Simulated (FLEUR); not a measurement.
## MnPt3: exchange couplings by hand from total energies

Can a spin model with one coupling foretell the energy of a further order of MnPt3?

Calculated with FLEUR MaX-R8.1; LDA (VWN); all-electron FLAPW, Dirac cores, scalar-relativistic bands.

### Step 1. The structure

It takes space group Pm-3m (No. 221, cubic). The conventional cell has a = 3.900 Å, b = 3.900 Å, c = 3.900 Å, α = 90.00°, β = 90.00°, γ = 90.00°. Nearest to Mn lie 12 Pt at 2.76 Å. Nearest to Pt lie 4 Mn at 2.76 Å and 8 Pt at 2.76 Å. Farther neighbours are not listed.

### Step 2. The parallel order

All energies count from this run.

inpgen writes inp.xml from crystal.txt; cutoffs, mixing, functional, smearing and local orbitals are then set in the file. The k list default-1 (kpts.xml, not shown) is a Γ-centred 8×8×8 mesh; where the ranks do not divide the number of points, some are split in two of half the weight.

Contents of inp.xml:

```
<?xml version="1.0" encoding="UTF-8" standalone="no"?>
<fleurInput fleurInputVersion="0.39">
   <comment>
      MnPt3
   </comment>
   <calculationSetup>
      <cutoffs Kmax="3.6" Gmax="10.8" GmaxXC="10.8" numbands="0"/>
      <scfLoop itmax="90" minDistance="0.00002" maxIterBroyd="15" imix="Anderson" alpha="0.05" precondParam="0.0" spinf="2.0" sdNocoIR="T"/>
      <coreElectrons ctail="T" frcor="F" kcrel="0" coretail_lmax="0"/>
      <xcFunctional name="vwn" relativisticCorrections="F"/>
      <magnetism jspins="2"/>
      <soc l_soc="F" theta="0.0" phi="0.0" spav="F"/>
      <expertModes spex="0" secvar="F"/>
      <geometryOptimization l_f="F" forcealpha="1.0" forcemix="BFGS" epsdisp="0.00001" epsforce="0.00001"/>
      <ldaU l_linMix="F" mixParam="0.05" spinf="1.0"/>
   </calculationSetup>
   <cell>
      <bzIntegration valenceElectrons="63.0" mode="hist" fermiSmearingEnergy="0.00183747">
         <kPointListSelection listName="default-1"/>
         <xi:include xmlns:xi="http://www.w3.org/2001/XInclude" href="kpts.xml"> </xi:include>
      </bzIntegration>
      <xi:include xmlns:xi="http://www.w3.org/2001/XInclude" href="sym.xml"> </xi:include>
      <bulkLattice scale="1.0">
         <bravaisMatrix>
            <row-1>    7.3699318859399998     0.0000000000000000     0.0000000000000000</row-1>
            <row-2>    0.0000000000000000     7.3699318859399998     0.0000000000000000</row-2>
            <row-3>    0.0000000000000000     0.0000000000000000     7.3699318859399998</row-3>
         </bravaisMatrix>
      </bulkLattice>
   </cell>
   <atomSpecies>
      <species name="Manganese 3.500" element="Mn" atomicNumber="25">
         <mtSphere radius="2.54" gridPoints="839" logIncrement="0.015"/>
         <atomicCutoffs lmax="10" lnonsphr="8"/>
         <electronConfig flipSpins="F">
            <coreConfig>(1s1/2) (2s1/2) (2p1/2) (2p3/2)</coreConfig>
            <valenceConfig>(3s1/2) (3p1/2) (3p3/2) (4s1/2) (3d3/2) (3d5/2)</valenceConfig>
            <stateOccupation state="(3d3/2)" spinUp="1.25" spinDown="0.75"/>
            <stateOccupation state="(3d5/2)" spinUp="3.0" spinDown="0.0"/>
         </electronConfig>
         <energyParameters s="4" p="4" d="3" f="4"/>
         <lo type="SCLO" l="0" n="3" eDeriv="0"/>
         <lo type="SCLO" l="1" n="3" eDeriv="0"/>
      </species>
      <species name="Platinum (Pt)" element="Pt" atomicNumber="78">
         <mtSphere radius="2.54" gridPoints="839" logIncrement="0.016"/>
         <atomicCutoffs lmax="10" lnonsphr="8"/>
         <electronConfig flipSpins="F">
            <coreConfig>(1s1/2) (2s1/2) (2p1/2) (2p3/2) (3s1/2) (3p1/2) (3p3/2) (4s1/2) (3d3/2) (3d5/2) (4p1/2) (4p3/2) (5s1/2) (4d3/2) (4d5/2) (4f5/2) (4f7/2)</coreConfig>
            <valenceConfig>(5p1/2) (5p3/2) (6s1/2) (5d3/2) (5d5/2)</valenceConfig>
            <stateOccupation state="(6s1/2)" spinUp="0.500000" spinDown="0.500000"/>
            <stateOccupation state="(5d3/2)" spinUp="1.800000" spinDown="1.800000"/>
            <stateOccupation state="(5d5/2)" spinUp="2.700000" spinDown="2.700000"/>
         </electronConfig>
         <energyParameters s="6" p="6" d="5" f="5"/>
         <lo type="SCLO" l="1" n="5" eDeriv="0"/>
      </species>
   </atomSpecies>
   <atomGroups>
      <atomGroup species="Manganese 3.500">
         <relPos label="                   1">.0000000000 .0000000000 .0000000000</relPos>
         <force calculate="T" relaxXYZ="TTT"/>
      </atomGroup>
      <atomGroup species="Platinum (Pt)">
         <relPos label="                   2">.0000000000 1.000/2.000 1.000/2.000</relPos>
         <relPos label="                   3">1.000/2.000 .0000000000 1.000/2.000</relPos>
         <relPos label="                   4">1.000/2.000 1.000/2.000 .0000000000</relPos>
         <force calculate="T" relaxXYZ="TTT"/>
      </atomGroup>
   </atomGroups>
   <output dos="F" band="F" slice="F">
      <bandDOS minEnergy="-.5*Htr" maxEnergy="0.5*Htr" sigma="0.015" storeEVData="T"/>
      <plotting iplot="0" polar="F">
         <plot TwoD="T" vec1="  1.0  0.0  0.0" vec2="  0.0  1.0  0.0" vec3="  0.0  0.0  1.0" zero="  0.0  0.0  0.0" file="plot"/>
      </plotting>
      <moessbauerParams electricFieldGradient="F" isomerShift="F" coreHyperfine="F" valenceHyperfine="F"/>
   </output>
</fleurInput>
```

Contents of crystal.txt:

```
MnPt3
&input film=F cartesian=F /
3.90000000000  0.00000000000  0.00000000000
0.00000000000  3.90000000000  0.00000000000
0.00000000000  0.00000000000  3.90000000000
1.8897261246
1.0 1.0 1.0

4
25 0.00000000000  0.00000000000  0.00000000000 : 3.500
78 0.00000000000  0.50000000000  0.50000000000
78 0.50000000000  0.00000000000  0.50000000000
78 0.50000000000  0.50000000000  0.00000000000

&kpt div1=8 div2=8 div3=8 gamma=T /
```

Launch:

```sh
$ OMP_NUM_THREADS=1 inpgen -f crystal.txt > inpgen.log  # inp.xml is then edited as shown
$ OMP_NUM_THREADS=1 mpirun -n 4 fleur_MPI > fleur.log
```

Log:

```text
Welcome to FLEUR        (www.flapw.de)
      MaX-Release 8.1          (www.max-centre.eu)

 ========== k-point set info ==========
 Selected k-point list: default-1
 k-point list type: mesh
 0 x 0 x 0
 Number of k points: 36

 [... set-up left out ...]
 Iteration:     1   Distance:      32.30827691 me/bohr^3
 Iteration:     2   Distance:      15.96973477 me/bohr^3
 Iteration:     3   Distance:      13.47597951 me/bohr^3
 Iteration:     4   Distance:       8.62990884 me/bohr^3
 Iteration:     5   Distance:       6.08523171 me/bohr^3
[...]
<sumOfEigenvalues value="   -34628.3025733119">
               <coreElectrons value="-34599.9110273833"/>
               <valenceElectrons value="-28.3915459286"/>
            </sumOfEigenvalues>
         [... left out ...]
            <freeEnergy value="-56466.0374099906"/>
            <extrapolationTo0K value="-56466.0369909062"/>
         </totalEnergy>
         <densityConvergence units="me/bohr^3">
            <chargeDensity spin="1" distance="0.0000034514"/>
            <chargeDensity spin="2" distance="0.0000079974"/>
            <overallChargeDensity distance="0.0000095657"/>
            <spinDensity distance="0.0000077612"/>
         </densityConvergence>
      </iteration>
```

The job ended after 29 s (4 MPI ranks of Intel Xeon 6975P-C (Granite Rapids), shared host; peak memory 0.27 GiB).

Spin moment in the muffin-tin sphere by atom:

```
atom  spin moment in the muffin-tin sphere (μB)
 Mn1                                       3.73
 Pt2                                       0.14
 Pt3                                       0.14
 Pt4                                       0.14
```

Read from the output:

* free energy: -1536519.1537 eV
* program's band gap on this mesh (in a metal only a level spacing): 0.02070 eV
* magnetization: 4.157 μB
* final state: ferromagnetic

After 26 cycles the largest moment stands at 3.73 μB.

### Step 3. The orders used for the fit

The other orders were run with the same settings, on meshes that hold the same points. Free energies are divided by the number of Mn atoms; q is in fractions of the reciprocal vectors of the first run's cell.

```
              order  atoms   mesh  free energy (eV)      eV per Mn  largest moment (μB)
                F +      4  8×8×8     -1536519.1537  -1536519.1537                 3.73
AF q=(0,1/2,1/2) +-      8  8×4×8     -3073038.2693  -1536519.1347                 3.67
```

### Step 4. Counting neighbours

With E = −Σ J e_i·e_j over ordered pairs of unit vectors, turning a neighbour from parallel to opposed costs 2J a Mn atom. So an order lies 2 Σ n J over the parallel one, n being the opposed neighbours in each shell.

```
shell  distance (Å)  neighbours  opposed in AF q=(0,1/2,1/2) +-  opposed in AF q=(0,0,1/2) +-
   J1          3.90           6                               4                             2
   J2          5.52          12                               8                             8
```

Only J1 is kept.

### Step 5. Solving

```
2 × 4 × J1 = +19.1 meV    (AF q=(0,1/2,1/2) +-)
J1 = +2.39 meV
```

### Step 6. The test

The couplings now give the orders that were left out:

```
2 × 2 × (+2.39) = +9.6 meV    (AF q=(0,0,1/2) +-)
```

The runs themselves:

```
            order  atoms   mesh  free energy (eV)      eV per Mn  largest moment (μB)  over the parallel order (meV)  foretold (meV)
AF q=(0,0,1/2) +-      8  8×8×4     -3073038.2445  -1536519.1222                 3.67                          +31.5            +9.6
```

### Step 7. One more shell

One try is to add the next shell, though changing moments can also cause the miss. Both differences then fix both couplings, and no order is left for a test.

```
2 × 4 × J1 + 2 × 8 × J2 = +19.1 meV    (AF q=(0,1/2,1/2) +-)
2 × 2 × J1 + 2 × 8 × J2 = +31.5 meV    (AF q=(0,0,1/2) +-)
J1 = -3.10 meV
J2 = +2.74 meV
```

### Step 8. Summary of results

```
effective coupling of the reversed pairs, counted on J1 (Mn–Mn at 3.90 Å) : 2.39 meV
largest miss on the orders left out                                       : 22 meV
J1 with two shells                                                        : -3.1 meV
J2 with two shells                                                        : 2.74 meV
```

**Reading.** The model misses the order left out by 22 meV, 70 % of the largest distance from the parallel order, so it fails: these couplings alone don't describe the crystal. With the next shell added the couplings are J1 = -3.10 and J2 = +2.74 meV, untested. The largest moments of the orders differ by 1.4 % of the greatest. One difference fixes one number: it sums all reversed shells and need not be the coupling of the nearest one, even in sign.

[Logs and program files are shortened in this print: banners, set-up blocks, solver, clock and traceback lines can be left out without a mark of their own.]

[Logs are printed without paths, hosts, clocks, repeated set-up lines and the standing remarks that a program may print on its own settings, such as how far it seeks lower states.]

[Hosts, paths, dates, database ids (printed as entryN), source tags and the programs' standing remarks are cut or masked in the printed files.]

[Where a cell is said to come from a database of computed structures, the database is the Materials Project.]
